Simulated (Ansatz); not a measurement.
# One crystal, many levels of theory: WS2 (layered bulk) (P6_3/mmc)

What gap does each level of theory give for WS2 (layered bulk) (P6_3/mmc), and in what time?

Main program and level: Ansatz 0.2.0; density functionals, hybrids and G0W0, plane waves, PAW.

This is a report of a sequence of runs, with most program output left out.

In doubt: masses and optical values from hybrid runs of this build are listed as unsure (step 6), which bears on the screening that GW takes from such a start.

### 1. Set-up

The structure is hexagonal, space group P6_3/mmc (No. 194). Conventional cell: a = 3.115 Å, b = 3.115 Å, c = 11.777 Å, α = 90.00°, β = 90.00°, γ = 120.00°. Nearest to W lie 6 S at 2.39 Å. Nearest to S lie 3 W at 2.39 Å. It derives from S2W1. Farther neighbours and most contacts between anions are not listed.

The structure was relaxed with PBEsol-D3(BJ). The runs that relaxed it are not among those shown. Spin-orbit coupling is left out unless a step names it.

The logs state that the PAW files were generated under PBE.

### 2. PBEsol on the 12×12×2 mesh

Levels along a band path and on the mesh show where this functional puts the band edges.

This step: DFT, PBEsol, plane waves, PAW; PAW set soft_1.

The input, input.yaml:

```yaml
crystal:
  lattice:
    - [3.1149875803, 0.0, 0.0]
    - [-1.5574937902, 2.697658377, 0.0]
    - [0.0, 0.0, 11.7767699793]
  atoms:
    - { symbol: W, position: [0.3333333333, 0.6666666667, 0.25] }
    - { symbol: S, position: [0.6666666667, 0.3333333333, 0.3835053407] }
    - { symbol: S, position: [0.6666666667, 0.3333333333, 0.1164946593] }
    - { symbol: W, position: [0.6666666667, 0.3333333333, 0.75] }
    - { symbol: S, position: [0.3333333333, 0.6666666667, 0.8835053407] }
    - { symbol: S, position: [0.3333333333, 0.6666666667, 0.6164946593] }
kpoints:
  mp_grid: { grid: [12, 12, 2] }
  band_path:
    path:
      - [[0.0, 0.0, 0.0], [0.5, 0.0, 0.0], [0.33333333, 0.33333333, 0.0], [0.0, 0.0, 0.0], [0.0, 0.0, 0.5], [0.5, 0.0, 0.5], [0.33333333, 0.33333333, 0.5], [0.0, 0.0, 0.5]]
      - [[0.5, 0.0, 0.5], [0.5, 0.0, 0.0]]
      - [[0.33333333, 0.33333333, 0.5], [0.33333333, 0.33333333, 0.0]]
    npoints: 10
hamiltonian:
  xc: pbesol
  pseudopotentials: { kind: paw, azcp: { folder: soft_1 }, xc_functional: pbe }
scf:
  occupations: { method: fermi_dirac, width: 0.02 }
  n_extra_bands: 6
output:
  eigenvalues: true
  forces: true
  stress: true
  write_density: true
  write_potential: true
  elf: true
  volumetric_format: npy
```

Started as:

```
ansatz run input.yaml --threads 2 --pin off --max-ram 92160MiB --backend cuda --events-out ev --progress --plain --runs-dir out --devices 1 --max-vram 13GiB
```

Elapsed: 6.6 s, on 1 × NVIDIA H100 80GB HBM3 (shared by 6 runs) with 2 threads of AMD EPYC 7R13 (Zen 3), shared host; peak memory 0.95 GiB.

Numbers from this step:

| Property | Result |
| --- | --- |
| pressure | 4.131 GPa |
| filled bands | 26 |
| gap | 0.6610 eV |
| valence top at | Γ |
| conduction bottom at | k = (0.167, 0.167, 0.000) |
| least direct gap | 1.922 eV |

Over mesh and path the gap is 0.661 eV, from k = Γ to k = (0.167, 0.167, 0.000). The least direct gap found is 1.922 eV, at k = (0.333, 0.333, 0.000). The pressure in this cell is 4 GPa; the cell is kept.

### 3. PBEsol+SOC on the 12×12×2 mesh

This run has two-component orbitals with spin-orbit coupling.

This step: DFT, PBEsol with spin-orbit coupling, plane waves, PAW; PAW set soft_1.

input.yaml, the sections that differ from step 2:

```yaml
kpoints:
  mp_grid: { grid: [12, 12, 2] }
  band_path:
    path:
      - [0.0, 0.0, 0.0]
      - [0.5, 0.0, 0.0]
      - [0.33333333, 0.33333333, 0.0]
      - [0.0, 0.0, 0.5]
      - [0.5, 0.0, 0.5]
      - [0.33333333, 0.33333333, 0.5]
      - [0.1666666667, 0.1666666667, 0.0]
    npoints: 1
hamiltonian:
  xc: pbesol
  pseudopotentials: { kind: paw_fr, azcp: { folder: soft_1 }, xc_functional: pbe }
scf:
  occupations: { method: fermi_dirac, width: 0.02 }
  n_extra_bands: 12
magnetization:
  noncollinear: true
  spin_orbit: true
# crystal, output: as in step 2
```

Run time: 7.5 s. Hardware: 1 × NVIDIA H100 80GB HBM3 (shared by 6 runs) with 2 threads; peak memory 1.1 GiB.

Numbers from this step:

```yaml
pressure: 4.075 GPa
gap: 0.6244 eV
valence_top_at: Γ
conduction_bottom_at: k = (0.167, 0.167, 0.000)
least_direct_gap: 1.710 eV
```

Over mesh and listed points the gap is 0.624 eV, from k = Γ to k = (0.167, 0.167, 0.000). The least direct gap found is 1.710 eV, at k = (0.333, 0.333, 0.000). The pressure in this cell is 4 GPa; the cell is kept. PBEsol+SOC against PBEsol: 0.624 − 0.661 = −0.037 eV, with the same mesh, set of files (read in its fully relativistic form for the spin-orbit run) and cutoff, and both edges at the same k points. The spin-orbit run sees mesh and listed points alone, so its gap is an upper bound: the coupling can move an edge off these points, and the change over the zone, its sign included where it is small, is not known.

### 4. HSE06 on the 6×6×2 mesh

HSE06 mixes in a quarter of exact exchange at short range.

This step: DFT, HSE06, plane waves, PAW; PAW set soft_1.

input.yaml, as its differences from that of step 3:

```diff
@@ -13,3 +13,3 @@
 kpoints:
-  mp_grid: { grid: [12, 12, 2] }
+  mp_grid: { grid: [6, 6, 2] }
   band_path:
@@ -25,17 +25,8 @@
 hamiltonian:
-  xc: pbesol
-  pseudopotentials: { kind: paw_fr, azcp: { folder: soft_1 }, xc_functional: pbe }
+  xc: hse06
+  pseudopotentials: { kind: paw, azcp: { folder: soft_1 } }
 scf:
-  occupations: { method: fermi_dirac, width: 0.02 }
-  n_extra_bands: 12
-magnetization:
-  noncollinear: true
-  spin_orbit: true
+  occupations: { method: fixed }
+  n_extra_bands: 6
 output:
   eigenvalues: true
-  forces: true
-  stress: true
-  write_density: true
-  write_potential: true
-  elf: true
-  volumetric_format: npy
```

Run time: 18 s. Hardware: 1 × NVIDIA H100 80GB HBM3 (shared by 6 runs) with 2 threads; peak memory 1.3 GiB.

This step gave:

| Quantity | Value |
| --- | --- |
| gap | 1.201 eV |
| valence top at | Γ |
| conduction bottom at | k = (0.167, 0.167, 0.000) |
| least direct gap | 2.447 eV |
| exact-exchange fraction | 0.25 |

Over mesh and listed points the gap is 1.201 eV, from k = Γ to k = (0.167, 0.167, 0.000). The least direct gap found is 2.447 eV, at k = (0.333, 0.333, 0.000). HSE06 against PBEsol: 1.201 − 0.661 = +0.540 eV. The runs also differ in mesh (12×12×2 and 6×6×2), so how much of this comes from the functional alone is not known.

### 5. G0W0@PBEsol, 9×9×2 mesh, 412 empty bands, screening to 150 eV, PAW set soft_1 files

G0W0 replaces the xc potential by a self-energy built once from the orbitals of the start. Levels are corrected in the window of bands that the input names, at points of the mesh.

This step: G0W0 on PBEsol, plane waves, PAW; PAW set soft_1.

The input, input.yaml:

```yaml
crystal:
  lattice:
    - [3.1149875803, 0.0, 0.0]
    - [-1.5574937902, 2.697658377, 0.0]
    - [0.0, 0.0, 11.7767699793]
  atoms:
    - { symbol: W, position: [0.3333333333, 0.6666666667, 0.25] }
    - { symbol: S, position: [0.6666666667, 0.3333333333, 0.3835053407] }
    - { symbol: S, position: [0.6666666667, 0.3333333333, 0.1164946593] }
    - { symbol: W, position: [0.6666666667, 0.3333333333, 0.75] }
    - { symbol: S, position: [0.3333333333, 0.6666666667, 0.8835053407] }
    - { symbol: S, position: [0.3333333333, 0.6666666667, 0.6164946593] }
kpoints:
  mp_grid: { grid: [9, 9, 2] }
hamiltonian:
  xc: pbesol
  pseudopotentials: { kind: paw, azcp: { folder: soft_1 }, xc_functional: pbe }
scf:
  occupations: { method: fixed }
gw:
  n_empty_bands: 412
  ecut_chi: 150.0
  qp_bands: [v2, c2]
  qp_kpoints: band_edges
  screening: { model: contour_deformation }
```

It took 1.8 min on 1 × NVIDIA H100 80GB HBM3 (shared by 6 runs) with 2 threads; peak memory 2.3 GiB; 3.1 min of CPU time.

This step gave:

- bands summed: 438
- RPA ε∞ on this mesh (eigenvalues): 7.809, 14.15, 14.15
- plane waves in the screening matrix: 413
- G0W0 gap over the corrected points: 1.197 eV
- k of the valence top: 0, 0, 0
- k of the conduction bottom: 0.1111, 0.2222, 0
- starting gap on the mesh: 0.7871 eV
- Z at the valence top: 0.7634
- Z at the conduction bottom: 0.7732
- least direct G0W0 gap over the corrected points: 2.383 eV

Over 14 of 24 irreducible mesh points the G0W0 gap is 1.197 eV, from k = Γ to k = (0.111, 0.222, 0.000). The PBEsol gap of this run on the mesh is 0.787 eV. The two states that bound the G0W0 gap lie that far apart at the start, so the correction of the gap is 1.197 − 0.787 = +0.410 eV.

### 6. G0W0@HSE06, 9×9×2 mesh, 191 empty bands, screening to 90 eV, PAW set soft_1 files

This step: G0W0 on HSE06, plane waves, PAW; PAW set soft_1.

input.yaml, as its differences from that of step 5:

```diff
@@ -15,4 +15,4 @@
 hamiltonian:
-  xc: pbesol
-  pseudopotentials: { kind: paw, azcp: { folder: soft_1 }, xc_functional: pbe }
+  xc: hse06
+  pseudopotentials: { kind: paw, azcp: { folder: soft_1 } }
 scf:
@@ -20,4 +20,4 @@
 gw:
-  n_empty_bands: 412
-  ecut_chi: 150.0
+  n_empty_bands: 191
+  ecut_chi: 90
   qp_bands: [v2, c2]
```

Elapsed: 98 s, on 1 × NVIDIA H100 80GB HBM3 (shared by 6 runs) with 2 threads; peak memory 2.1 GiB.

This step gave:

| Quantity | Value |
| --- | --- |
| bands summed | 217 |
| RPA ε∞ on this mesh (eigenvalues) | 6.157, 11.40, 11.40 |
| plane waves in the screening matrix | 205 |
| G0W0 gap over the corrected points | 1.341 eV |
| k of the valence top | 0, 0, 0 |
| k of the conduction bottom | 0.1111, 0.2222, 0 |
| starting gap on the mesh | 1.335 eV |
| Z at the valence top | 0.7908 |
| Z at the conduction bottom | 0.7977 |
| least direct G0W0 gap over the corrected points | 2.542 eV |

Over 14 of 24 irreducible mesh points the G0W0 gap is 1.341 eV, from k = Γ to k = (0.111, 0.222, 0.000). The HSE06 gap of this run on the mesh is 1.335 eV. The two states that bound the G0W0 gap lie that far apart at the start, so the correction of the gap is 1.341 − 1.335 = +0.006 eV. G0W0@HSE06 against G0W0@PBEsol with 438 bands: 1.341 − 1.197 = +0.144 eV. The runs also differ in empty bands (412 and 191) and screening cutoff (eV) (150.0 and 90), so how much of this comes from the start alone is not known.

### 7. The ladder

Each gap is the least one over the points named; times are wall times on shared hosts, not benchmarks. A G0W0 time includes the run's own self-consistent start. Runs with listed points see these and the mesh alone, so an edge that moves elsewhere is missed. Rows marked * are further runs, not shown as steps, whose inputs differ from the G0W0 step on the same start in the columns given; solver thresholds can differ too.

| level | mesh | files, cutoff | bands summed, screening | points | gap (eV) | valence top | conduction bottom | least direct gap (eV) | time |
| --- | --- | --- | --- | --- | --- | --- | --- | --- | --- |
| PBEsol | 12×12×2 | soft_1 PAW, 420 eV | - | mesh and path | 0.661 | Γ | (0.167, 0.167, 0.000) | 1.922 | 6.6 s |
| PBEsol+SOC | 12×12×2 | soft_1 PAW, 420 eV | - | mesh and listed points | 0.624 | Γ | (0.167, 0.167, 0.000) | 1.710 | 7.5 s |
| HSE06 | 6×6×2 | soft_1 PAW, 420 eV | - | mesh and listed points | 1.201 | Γ | (0.167, 0.167, 0.000) | 2.447 | 18 s |
| G0W0@PBEsol* | 9×9×2 | soft_1 PAW, 420 eV | 130, 60 eV | 14 of 24 irreducible mesh points | 1.095 | Γ | (0.111, 0.222, 0.000) | 2.401 | 26 s |
| G0W0@PBEsol | 9×9×2 | soft_1 PAW, 420 eV | 438, 150 eV | 14 of 24 irreducible mesh points | 1.197 | Γ | (0.111, 0.222, 0.000) | 2.383 | 1.8 min |
| G0W0@HSE06 | 9×9×2 | soft_1 PAW, 420 eV | 217, 90 eV | 14 of 24 irreducible mesh points | 1.341 | Γ | (0.111, 0.222, 0.000) | 2.542 | 98 s |

### 8. What came out

| Property | Result |
| --- | --- |
| PBEsol, over mesh and path | 0.661 eV |
| PBEsol+SOC, over mesh and listed points | 0.624 eV |
| HSE06, over mesh and listed points | 1.201 eV |
| G0W0@PBEsol (438 bands, 9×9×2), over 14 of 24 irreducible mesh points | 1.197 eV |
| G0W0@HSE06, over 14 of 24 irreducible mesh points | 1.341 eV |
| known limits | finite bands, screening cutoff and k mesh; no spin-orbit coupling in G0W0 |

In words: The rows run from 0.624 eV (PBEsol+SOC) to 1.341 eV (G0W0@HSE06). They differ in mesh, bands and screening cutoff of G0W0 and the points over which the gap was sought as well as in level, so only pairs that share these are like for like. PBEsol+SOC against PBEsol: 0.624 − 0.661 = −0.037 eV, with the same mesh, set of files (read in its fully relativistic form for the spin-orbit run) and cutoff, and both edges at the same k points. The spin-orbit run sees mesh and listed points alone, so its gap is an upper bound: the coupling can move an edge off these points, and the change over the zone, its sign included where it is small, is not known. G0W0@PBEsol (438 bands, 9×9×2) moves the gap of its own start on the mesh by 1.197 − 0.787 = +0.410 eV, between the same two levels. Over mesh and path, PBEsol puts the conduction bottom at k = (0.167, 0.167, 0.000), where no G0W0 correction was computed. The G0W0 gap over the whole zone is therefore not known from this run; at its settings it can only be equal to or under the 1.197 eV found, and no correction is carried over from another point. For the start itself the gap is 0.661 eV over mesh and path and 0.787 eV on the mesh of the G0W0 run, in runs that differ in mesh (12×12×2 and 9×9×2). G0W0@HSE06 moves the gap of its own start on the mesh by 1.341 − 1.335 = +0.006 eV, between the same two levels. Over mesh and listed points, HSE06 puts the conduction bottom at k = (0.167, 0.167, 0.000), where no G0W0 correction was computed. The G0W0 gap over the whole zone is therefore not known from this run; at its settings it can only be equal to or under the 1.341 eV found, and no correction is carried over from another point. For the start itself the gap is 1.201 eV over mesh and listed points and 1.335 eV on the mesh of the G0W0 run, in runs that differ in mesh (6×6×2 and 9×9×2). What spin-orbit coupling does to the G0W0 levels was not computed, so no sum with the G0W0 gap is formed. For G0W0@PBEsol: from 130 bands and 60 eV to 438 bands and 150 eV the gap moves by 1.197 − 1.095 = +0.102 eV; bands and screening cutoff rise together, so their parts are not told apart. Two runs can't test a law of convergence, so the limit is not known. The other G0W0 rows are shown at one basis each (217 bands), so their distance from the limit is not known here. The G0W0 runs are scalar-relativistic. No pair of G0W0 runs that differ in the mesh alone is shown (9×9×2 is a supercell whose nearest images lie 24 Å apart), so the error from the mesh is not known here. G0W0 is shown with one set of atomic data (soft_1 PAW), so the error from the files is not known here.

[Paths, hosts, dates, memory and timing lines, banners, echoed tables and standing remarks are left out of the program output.]

[Logs are printed without paths, hosts, clocks, repeated set-up lines and the standing remarks that a program may print on its own settings, such as how far it seeks lower states.]

[Runs of the session that timed out or met a known fault of the program may be left out.]

[Cells called generated may have been cut or substituted from an entry of the Crystallography Open Database or the Materials Project.]

[Hosts, paths, dates, database ids (printed as entryN), source tags and the programs' standing remarks are cut or masked in the printed files.]

[Where an RPA ε∞ is given, it is that of the G0W0 mesh and is not shown converged in it. Names of k-points follow the symmetry that the program found, which can be lower than the space group named. Band edges on a path are those of the sampled points; other points can move an edge, and change direct to indirect where valleys lie close.]

[Hybrid gaps are those of their k-mesh and are not shown converged in it.]
